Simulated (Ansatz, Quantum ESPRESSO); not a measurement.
# Conductance against width: a Si chain with one bond drawn out, part 4 of 5

Wanted: T at the Fermi level along a series, and its decay constant, for a Si chain with one bond drawn out.

Quantum ESPRESSO 7.5; plane-wave DFT, LDA, GBRV ultrasoft pseudopotentials; cross-check by Ansatz 0.2.0 with PAW datasets.

So far. Step 6 (The open system, 1.2 Å): T goes from 2.34 to 0.778, a factor of 3.0. Step 7 (Cross-check with Ansatz, 1.2 Å): Ansatz finds T = 0.664 against pwcond's 0.778.

### 8. Ground state, 2 Å

Level of this step: plane-wave DFT, LDA, GBRV ultrasoft pseudopotentials (Quantum ESPRESSO 7.5).

File j2.scf.in:

```
&control
  prefix = 'j2.scf'
  outdir = './out'
  pseudo_dir = './pseudo'
  calculation = 'scf'
  tprnfor = .true.
/
&system
  ibrav = 0
  nat = 10
  ntyp = 1
  ecutwfc = 34
  ecutrho = 170
  occupations = 'smearing'
  smearing = 'mv'
  degauss = 0.01
/
&electrons
  conv_thr = 1e-07
  mixing_beta = 0.25
  electron_maxstep = 120
  mixing_mode = 'local-TF'
/
ATOMIC_SPECIES
  Si  28.0850  si_lda_v1.uspp.F.UPF
CELL_PARAMETERS angstrom
  7.50000000000000 0.00000000000000 0.00000000000000
  0.00000000000000 7.50000000000000 0.00000000000000
  0.00000000000000 0.00000000000000 24.00000000000000
ATOMIC_POSITIONS crystal
  Si  0.500000000000 0.500000000000 0.000000000000
  Si  0.500000000000 0.500000000000 0.091666666667
  Si  0.500000000000 0.500000000000 0.183333333333
  Si  0.500000000000 0.500000000000 0.275000000000
  Si  0.500000000000 0.500000000000 0.366666666667
  Si  0.500000000000 0.500000000000 0.541666666667
  Si  0.500000000000 0.500000000000 0.633333333333
  Si  0.500000000000 0.500000000000 0.725000000000
  Si  0.500000000000 0.500000000000 0.816666666667
  Si  0.500000000000 0.500000000000 0.908333333333
K_POINTS automatic
  1 1 3 0 0 0
```

Launch:

```
OMP_NUM_THREADS=1 mpirun -n 4 pw.x -nk 1 -in j2.scf.in > j2.scf.out
```

Numbers of over 12 decimals in the logs are rounded to 6 here.

The program printed:

```text
[banner, memory and clock lines left out]
Program PWSCF v.7.5 starts
[...]
Message from routine setup:
[...]
number of electrons       =        40.00
     number of Kohn-Sham states=           24
     kinetic-energy cutoff     =      34.0000  Ry
     charge density cutoff     =     170.0000  Ry
[...]
number of k points=     2  Marzari-Vanderbilt smearing, width (Ry)=  0.0100
[...]
Dense  grid:   340969 G-vectors     FFT dimensions: (  60,  60, 192)
[...]
negative rho (up, down):  2.431E-05 0.000E+00
     Starting wfcs are   40 randomized atomic wfcs
[...]
negative rho (up, down):  4.232E-07 0.000E+00
[...]
estimated scf accuracy    <       0.51395863 Ry
[...]
negative rho (up, down):  5.331E-08 0.000E+00
[...]
estimated scf accuracy    <       0.36357798 Ry
[...]
estimated scf accuracy    <       0.05413527 Ry
[...]
estimated scf accuracy    <       0.04617208 Ry
[...]
estimated scf accuracy    <       0.02393233 Ry
[...]
estimated scf accuracy    <       0.00792065 Ry
[...]
estimated scf accuracy    <       0.00222584 Ry
[...]
negative rho (up, down):  1.266E-05 0.000E+00
[...]
estimated scf accuracy    <       0.00110120 Ry
[...]
negative rho (up, down):  7.764E-05 0.000E+00
[...]
estimated scf accuracy    <       0.00105546 Ry
[...]
negative rho (up, down):  2.973E-05 0.000E+00
[...]
estimated scf accuracy    <       0.00011465 Ry
[...]
negative rho (up, down):  1.800E-05 0.000E+00
[...]
estimated scf accuracy    <       0.00007015 Ry
[...]
negative rho (up, down):  7.608E-05 0.000E+00
[...]
estimated scf accuracy    <       0.00003527 Ry
[...]
negative rho (up, down):  5.736E-05 0.000E+00
[...]
estimated scf accuracy    <       0.00000591 Ry
[...]
negative rho (up, down):  8.609E-05 0.000E+00
[...]
estimated scf accuracy    <       0.00002076 Ry
[...]
negative rho (up, down):  7.896E-05 0.000E+00
[...]
estimated scf accuracy    <       0.00000108 Ry
[...]
negative rho (up, down):  8.763E-05 0.000E+00
[...]
estimated scf accuracy    <       0.00000087 Ry
[...]
negative rho (up, down):  6.537E-05 0.000E+00
[...]
estimated scf accuracy    <       0.00000019 Ry
[...]
negative rho (up, down):  6.694E-05 0.000E+00
[...]
estimated scf accuracy    <       0.00000015 Ry
[...]
negative rho (up, down):  5.839E-05 0.000E+00
[...]
the Fermi energy is    -3.4416 ev
!    total energy              =     -94.55098713 Ry
     estimated scf accuracy    <       0.00000009 Ry
     smearing contrib. (-TS)   =      -0.00049778 Ry
     internal energy E=F+TS    =     -94.55048935 Ry
[...]
one-electron contribution =     -86.63505056 Ry
     hartree contribution      =      47.92178625 Ry
     xc contribution           =     -40.91235813 Ry
     ewald contribution        =     -14.92486691 Ry
     convergence has been achieved in  19 iterations
     negative rho (up, down):  5.839E-05 0.000E+00
[...]
Total force =     0.054983     Total SCF correction =     0.000249
[...]
```

It took 39 s on 4 MPI ranks of Arm Neoverse V1, shared host; peak memory 1.5 GiB.

Read from the output:

```
free energy  : -1286.4317 eV
Fermi energy : -3.442 eV
```

### 9. Transmission with pwcond.x, 2 Å

File j2.cond.in:

```
&inputcond
  outdir = './out'
  prefixt = 'j2.scf'
  tran_file = 'j2.cond.dat'
  bdl = 0.5866666667
  bds = 3.2000000000
  ikind = 1
  ewind = 4.0
  epsproj = 1e-05
  nz1 = 7
  energy0 = 2.0
  denergy = -0.1
/
1
  0.00000000 0.00000000 1.00000000
41
```

Launch:

```
OMP_NUM_THREADS=1 mpirun -n 4 pwcond.x -in j2.cond.in > j2.cond.out
```

The program printed:

```text
[banner, memory and clock lines left out]
Program PWCOND v.7.5 starts
[citation notice left out]

[...]
./out/j2.scf.save/

[...]
negative rho (up, down):  5.839E-05 0.000E+00
     Reading collected, re-writing distributed wavefunctions

===== INPUT FILE containing all the regions =====

     GEOMETRY:

     lattice parameter (alat)  =      14.1729  a.u.
     the volume                =    9110.2516 (a.u.)^3
     the cross section         =     200.8724 (a.u.)^2
     l of the unit cell        =       3.2000 (alat)
[...]
T_tot    -0.30000      0.14830E+00
   T_tot    -0.40000      0.12075E+00
   T_tot    -0.50000      0.97876E-01
   T_tot    -0.60000      0.78144E-01
   T_tot    -0.70000      0.60143E-01
   T_tot    -0.80000      0.42984E-01
   T_tot    -0.90000      0.26323E-01
   T_tot    -1.00000      0.99273E-02
   T_tot    -1.10000      0.72028E-02
   T_tot    -1.20000      0.59663E-02
   T_tot    -1.30000      0.28706E-02
   T_tot    -1.40000      0.00000E+00
   T_tot    -1.50000      0.00000E+00
   T_tot    -1.60000      0.00000E+00
   T_tot    -1.70000      0.00000E+00
   T_tot    -1.80000      0.00000E+00
   T_tot    -1.90000      0.00000E+00
   T_tot    -2.00000      0.00000E+00

[...]
```

Run time: 2.1 min. Hardware: 4 MPI ranks; peak memory 0.37 GiB; 8.4 min of CPU time.

This step gave:

* transmission at the Fermi level, one spin: 0.1251
* conductance: 0.1251 G₀

Per spin. The transmission by energy, zero at the Fermi level:

energy (eV), transmission and a bar:
```
    -2.00      0.000 
    -1.90      0.000 
    -1.70      0.000 
    -1.60      0.000 
    -1.40      0.000 
    -1.30      0.001 
    -1.20      0.003 
    -1.00      0.005 #
    -0.90      0.013 ##
    -0.80      0.021 ###
    -0.60      0.039 #####
    -0.50      0.049 #######
    -0.30      0.074 ##########
    -0.20      0.091 ############
    -0.10      0.109 ###############
     0.00      0.125 #################
     0.10      0.135 ###################
     0.20      0.137 ###################
     0.30      0.129 ##################
     0.50      0.117 ################
     0.60      0.126 #################
     0.80      0.130 ##################
     0.90      0.133 ##################
     1.00      0.138 ###################
     1.20      0.149 ####################
     1.30      0.156 #####################
     1.40      0.163 ######################
     1.60      0.180 #########################
     1.70      0.189 ##########################
     1.90      0.208 #############################
     2.00      0.218 ##############################
```

T goes from 0.778 to 0.125, a factor of 6.2.

### 10. Cross-check with Ansatz, 2 Å

Level of this step: plane-wave DFT, LDA, Ansatz PAW (Ansatz 0.2.0).

File input.yaml:

```yaml
crystal:
  lattice:
    - [7.5, 0.0, 0.0]
    - [0.0, 7.5, 0.0]
    - [0.0, 0.0, 24.0]
  atoms:
    - { symbol: Si, position: [0.5, 0.5, 0.0] }
    - { symbol: Si, position: [0.5, 0.5, 0.0916666667] }
    - { symbol: Si, position: [0.5, 0.5, 0.1833333333] }
    - { symbol: Si, position: [0.5, 0.5, 0.275] }
    - { symbol: Si, position: [0.5, 0.5, 0.3666666667] }
    - { symbol: Si, position: [0.5, 0.5, 0.5416666667] }
    - { symbol: Si, position: [0.5, 0.5, 0.6333333333] }
    - { symbol: Si, position: [0.5, 0.5, 0.725] }
    - { symbol: Si, position: [0.5, 0.5, 0.8166666667] }
    - { symbol: Si, position: [0.5, 0.5, 0.9083333333] }
kpoints:
  mp_grid: { grid: [1, 1, 4] }
hamiltonian:
  xc: lda
scf:
  occupations: { method: fermi_dirac, width: 0.1 }
  convergence: { dr2_threshold: 1.0e-08 }
output:
  transmission:
    leads: [[0, 1]]
    e_range: [-2.0, 2.0]
    de: 0.05
    kmesh: [1, 1]
    reduced_basis: true
  write_potential: true
  write_density: true
  volumetric_format: npy
  elf: true
```

Launch:

```
ansatz run input.yaml --threads 4 --pin off --max-ram 8192MiB --backend cpu --events-out ev --progress --plain --runs-dir out
```

The program printed:

```text
[...]
Crystal: 10 atoms, lattice volume = 1350.000 Å³
Basis set: ecut = 420 eV, 26433 PW (Γ)
Bands: 30, of which v1, the nominal top of the filled ones, is band 20 counted from 1 (19 counted from 0)
Symmetry: 16 space group operations
[...]
k-points: 3 of 4
[...]
k-point 2: bands = [... 16 lower, -4.2243, -3.8165, -3.8165, -3.6634, -3.2930, -3.2930, -2.6935, -2.6935, ... 6 higher]
--- Transmission ---
  basis      : 497 plane waves across, 30 finite elements along
  points     : 1, standing for a mesh of 1 x 1
[...]
channels       : 3.000000e0 a spin
[...]
junction   : crystal 0 to crystal 0, -0.40 to 21.40 Å
    transmission   : 1.039456e-1 a spin
[...]
[key lines of the parts left out:]
SCF converged after 11 iterations
Free energy (F): -6062.871560 eV
Fermi energy:    -3.476545 eV
```

Elapsed: 33 s, on 4 threads; peak memory 1.2 GiB.

Read from the output:

- free energy: -6062.8716 eV
- energy at zero smearing: -6062.6887 eV
- smearing term TS: 0.3658 eV
- Fermi energy: -3.477 eV
- transmission at the Fermi level, one spin: 0.1039
- step of the lead's Hamiltonian over a period: 40.3 meV

Per spin. Transmission against energy, zero at the Fermi level:

```tsv
energy (eV)	transmission
-2.000	0
-1.800	0
-1.600	0
-1.400	0
-1.200	0.00199
-1.000	0.00529
-0.800	0.0200
-0.600	0.0372
-0.400	0.0614
-0.200	0.0881
0.000	0.104
0.200	0.109
0.400	0.112
0.600	0.117
0.800	0.125
1.000	0.135
1.200	0.148
1.400	0.162
1.600	0.178
1.800	0.195
2.000	0.215
```

Ansatz finds T = 0.104 against pwcond's 0.125.

### 11. Ground state, 3 Å

Level of this step: plane-wave DFT, LDA, GBRV ultrasoft pseudopotentials (Quantum ESPRESSO 7.5).

File j3.scf.in:

```
&control
  prefix = 'j3.scf'
  outdir = './out'
  pseudo_dir = './pseudo'
  calculation = 'scf'
  tprnfor = .true.
/
&system
  ibrav = 0
  nat = 10
  ntyp = 1
  ecutwfc = 34
  ecutrho = 170
  occupations = 'smearing'
  smearing = 'mv'
  degauss = 0.01
/
&electrons
  conv_thr = 1e-07
  mixing_beta = 0.25
  electron_maxstep = 120
  mixing_mode = 'local-TF'
/
ATOMIC_SPECIES
  Si  28.0850  si_lda_v1.uspp.F.UPF
CELL_PARAMETERS angstrom
  7.50000000000000 0.00000000000000 0.00000000000000
  0.00000000000000 7.50000000000000 0.00000000000000
  0.00000000000000 0.00000000000000 25.00000000000000
ATOMIC_POSITIONS crystal
  Si  0.500000000000 0.500000000000 0.000000000000
  Si  0.500000000000 0.500000000000 0.088000000000
  Si  0.500000000000 0.500000000000 0.176000000000
  Si  0.500000000000 0.500000000000 0.264000000000
  Si  0.500000000000 0.500000000000 0.352000000000
  Si  0.500000000000 0.500000000000 0.560000000000
  Si  0.500000000000 0.500000000000 0.648000000000
  Si  0.500000000000 0.500000000000 0.736000000000
  Si  0.500000000000 0.500000000000 0.824000000000
  Si  0.500000000000 0.500000000000 0.912000000000
K_POINTS automatic
  1 1 3 0 0 0
```

Launch:

```
OMP_NUM_THREADS=1 mpirun -n 4 pw.x -nk 1 -in j3.scf.in > j3.scf.out
```

The program printed:

```text
[banner, memory and clock lines left out]
Program PWSCF v.7.5 starts
[...]
Message from routine setup:
[...]
number of electrons       =        40.00
     number of Kohn-Sham states=           24
     kinetic-energy cutoff     =      34.0000  Ry
     charge density cutoff     =     170.0000  Ry
[...]
number of k points=     2  Marzari-Vanderbilt smearing, width (Ry)=  0.0100
[...]
Dense  grid:   355041 G-vectors     FFT dimensions: (  60,  60, 200)
[...]
negative rho (up, down):  2.458E-05 0.000E+00
     Starting wfcs are   40 randomized atomic wfcs
[...]
negative rho (up, down):  7.708E-07 0.000E+00
[...]
estimated scf accuracy    <       0.52122008 Ry
[...]
negative rho (up, down):  1.426E-07 0.000E+00
[...]
estimated scf accuracy    <       0.37154513 Ry
[...]
estimated scf accuracy    <       0.05279109 Ry
[...]
estimated scf accuracy    <       0.04445866 Ry
[...]
estimated scf accuracy    <       0.02361246 Ry
[...]
estimated scf accuracy    <       0.00905754 Ry
[...]
estimated scf accuracy    <       0.00159507 Ry
[...]
negative rho (up, down):  3.931E-06 0.000E+00
[...]
estimated scf accuracy    <       0.00077816 Ry
[...]
negative rho (up, down):  1.388E-04 0.000E+00
[...]
estimated scf accuracy    <       0.00166638 Ry
[...]
negative rho (up, down):  5.714E-05 0.000E+00
[...]
estimated scf accuracy    <       0.00018101 Ry
[...]
negative rho (up, down):  1.692E-04 0.000E+00
[...]
estimated scf accuracy    <       0.00009880 Ry
[...]
negative rho (up, down):  2.985E-04 0.000E+00
[...]
estimated scf accuracy    <       0.00002294 Ry
[...]
negative rho (up, down):  2.471E-04 0.000E+00
[...]
estimated scf accuracy    <       0.00002419 Ry
[...]
negative rho (up, down):  8.557E-05 0.000E+00
[...]
estimated scf accuracy    <       0.00004636 Ry
[...]
negative rho (up, down):  1.254E-04 0.000E+00
[...]
estimated scf accuracy    <       0.00000230 Ry
[...]
negative rho (up, down):  1.156E-04 0.000E+00
[...]
estimated scf accuracy    <       0.00000185 Ry
[...]
negative rho (up, down):  7.675E-05 0.000E+00
[...]
estimated scf accuracy    <       0.00000108 Ry
[...]
negative rho (up, down):  5.947E-05 0.000E+00
[...]
estimated scf accuracy    <       0.00000051 Ry
[...]
negative rho (up, down):  5.475E-05 0.000E+00
[...]
estimated scf accuracy    <       0.00000030 Ry
[...]
negative rho (up, down):  5.081E-05 0.000E+00
[...]
the Fermi energy is    -3.4966 ev
!    total energy              =     -94.54601048 Ry
     estimated scf accuracy    <       0.00000008 Ry
     smearing contrib. (-TS)   =      -0.00063438 Ry
     internal energy E=F+TS    =     -94.54537610 Ry
[...]
one-electron contribution =     -92.33111812 Ry
     hartree contribution      =      50.70578118 Ry
     xc contribution           =     -40.91329814 Ry
     ewald contribution        =     -12.00674102 Ry
     convergence has been achieved in  20 iterations
     negative rho (up, down):  5.081E-05 0.000E+00
[...]
Total force =     0.061061     Total SCF correction =     0.000152
[...]
```

Run time: 43 s. Hardware: 4 MPI ranks; peak memory 1.5 GiB; 2.9 min of CPU time.

Read from the output:

| Item | Value |
| --- | --- |
| free energy | -1286.3640 eV |
| Fermi energy | -3.497 eV |

### 12. Transmission with pwcond.x, 3 Å

File j3.cond.in:

```
&inputcond
  outdir = './out'
  prefixt = 'j3.scf'
  tran_file = 'j3.cond.dat'
  bdl = 0.5866666667
  bds = 3.3333333333
  ikind = 1
  ewind = 4.0
  epsproj = 1e-05
  nz1 = 7
  energy0 = 2.0
  denergy = -0.1
/
1
  0.00000000 0.00000000 1.00000000
41
```

Launch:

```
OMP_NUM_THREADS=1 mpirun -n 4 pwcond.x -in j3.cond.in > j3.cond.out
```

The program printed:

```text
[banner, memory and clock lines left out]
Program PWCOND v.7.5 starts
[citation notice left out]

[...]
./out/j3.scf.save/

[...]
negative rho (up, down):  5.081E-05 0.000E+00
     Reading collected, re-writing distributed wavefunctions

===== INPUT FILE containing all the regions =====

     GEOMETRY:

     lattice parameter (alat)  =      14.1729  a.u.
     the volume                =    9489.8454 (a.u.)^3
     the cross section         =     200.8724 (a.u.)^2
     l of the unit cell        =       3.3333 (alat)
[...]
T_tot    -0.30000      0.12049E-01
   T_tot    -0.40000      0.97414E-02
   T_tot    -0.50000      0.78023E-02
   T_tot    -0.60000      0.61131E-02
   T_tot    -0.70000      0.45745E-02
   T_tot    -0.80000      0.31236E-02
   T_tot    -0.90000      0.17285E-02
   T_tot    -1.00000      0.47204E-03
   T_tot    -1.10000      0.36014E-03
   T_tot    -1.20000      0.30179E-03
   T_tot    -1.30000      0.12506E-03
   T_tot    -1.40000      0.00000E+00
   T_tot    -1.50000      0.00000E+00
   T_tot    -1.60000      0.00000E+00
   T_tot    -1.70000      0.00000E+00
   T_tot    -1.80000      0.00000E+00
   T_tot    -1.90000      0.00000E+00
   T_tot    -2.00000      0.00000E+00

[...]
```

It took 2.1 min on 4 MPI ranks; peak memory 0.38 GiB; 8.6 min of CPU time.

Numbers from this step:

| Property | Result |
| --- | --- |
| transmission at the Fermi level, one spin | 0.01055 |
| conductance | 0.01055 G₀ |

Per spin. The transmission by energy, zero at the Fermi level:

```tsv
energy (eV)	transmission
-2.00	0
-1.90	0
-1.70	0
-1.60	0
-1.40	0
-1.30	6.3e-5
-1.20	1.5e-4
-1.00	2.4e-4
-0.90	8.6e-4
-0.80	0.00156
-0.60	0.00306
-0.50	0.00390
-0.30	0.00602
-0.20	0.00741
-0.10	0.00898
0.00	0.0105
0.10	0.0118
0.20	0.0125
0.30	0.0125
0.50	0.0124
0.60	0.0142
0.80	0.0159
0.90	0.0170
1.00	0.0182
1.20	0.0210
1.30	0.0227
1.40	0.0245
1.60	0.0288
1.70	0.0313
1.90	0.0370
2.00	0.0402
```

T goes from 0.125 to 0.0105, a factor of 12.

### 13. Cross-check with Ansatz, 3 Å

Level of this step: plane-wave DFT, LDA, Ansatz PAW (Ansatz 0.2.0).

File input.yaml:

```yaml
crystal:
  lattice:
    - [7.5, 0.0, 0.0]
    - [0.0, 7.5, 0.0]
    - [0.0, 0.0, 25.0]
  atoms:
    - { symbol: Si, position: [0.5, 0.5, 0.0] }
    - { symbol: Si, position: [0.5, 0.5, 0.088] }
    - { symbol: Si, position: [0.5, 0.5, 0.176] }
    - { symbol: Si, position: [0.5, 0.5, 0.264] }
    - { symbol: Si, position: [0.5, 0.5, 0.352] }
    - { symbol: Si, position: [0.5, 0.5, 0.56] }
    - { symbol: Si, position: [0.5, 0.5, 0.648] }
    - { symbol: Si, position: [0.5, 0.5, 0.736] }
    - { symbol: Si, position: [0.5, 0.5, 0.824] }
    - { symbol: Si, position: [0.5, 0.5, 0.912] }
kpoints:
  mp_grid: { grid: [1, 1, 4] }
hamiltonian:
  xc: lda
scf:
  occupations: { method: fermi_dirac, width: 0.1 }
  convergence: { dr2_threshold: 1.0e-08 }
output:
  transmission:
    leads: [[0, 1]]
    e_range: [-2.0, 2.0]
    de: 0.05
    kmesh: [1, 1]
    reduced_basis: true
  write_potential: true
  write_density: true
  volumetric_format: npy
```

Launch:

```
ansatz run input.yaml --threads 4 --pin off --max-ram 8192MiB --backend cpu --events-out ev --progress --plain --runs-dir out
```

The program printed:

```text
[...]
Crystal: 10 atoms, lattice volume = 1406.250 Å³
Basis set: ecut = 420 eV, 27555 PW (Γ)
Bands: 30, of which v1, the nominal top of the filled ones, is band 20 counted from 1 (19 counted from 0)
Symmetry: 16 space group operations
[...]
k-points: 3 of 4
[...]
k-point 2: bands = [... 16 lower, -4.2792, -3.8499, -3.8499, -3.6565, -3.3630, -3.3630, -2.7148, -2.7148, ... 6 higher]
--- Transmission ---
  basis      : 497 plane waves across, 32 finite elements along
  points     : 1, standing for a mesh of 1 x 1
[...]
channels       : 3.000000e0 a spin
[...]
junction   : crystal 0 to crystal 0, -0.40 to 22.40 Å
    transmission   : 9.111015e-3 a spin
[...]
[key lines of the parts left out:]
SCF converged after 11 iterations
Free energy (F): -6062.811150 eV
Fermi energy:    -3.526515 eV
```

It took 27 s on 4 threads; peak memory 1.3 GiB; 96 s of CPU time.

This step gave:

```
free energy                                  : -6062.8112 eV
energy at zero smearing                      : -6062.6265 eV
smearing term TS                             : 0.3693 eV
Fermi energy                                 : -3.527 eV
transmission at the Fermi level, one spin    : 0.009111
step of the lead's Hamiltonian over a period : 39.7 meV
```

Per spin. Table of transmission by energy, zero at the Fermi level:

```tsv
energy (eV)	transmission
-2.00	0
-1.85	0
-1.70	0
-1.60	0
-1.45	0
-1.30	2.3e-5
-1.15	1.4e-4
-1.05	1.9e-4
-0.90	9.1e-4
-0.75	0.00188
-0.60	0.00301
-0.50	0.00392
-0.35	0.00555
-0.20	0.00729
-0.05	0.00872
0.00	0.00911
0.05	0.00946
0.20	0.0104
0.35	0.0113
0.50	0.0124
0.60	0.0133
0.75	0.0147
0.90	0.0164
1.05	0.0183
1.15	0.0198
1.30	0.0222
1.45	0.0249
1.60	0.0281
1.70	0.0305
1.85	0.0345
2.00	0.0391
```

Ansatz finds T = 0.00911 against pwcond's 0.0105.

(Part 4 of 5 ends here.)

[Logs are printed without paths, hosts, clocks, repeated set-up lines and the standing remarks that a program may print on its own settings, such as how far it seeks lower states.]

[Hosts, paths, dates, database ids (printed as entryN), source tags and the programs' standing remarks are cut or masked in the printed files.]

[Maps of the electrostatic potential energy from Ansatz leave out the sawtooth potential of an applied field or a dipole correction, so their vacuum need not be flat; planar profiles and work functions include it.]
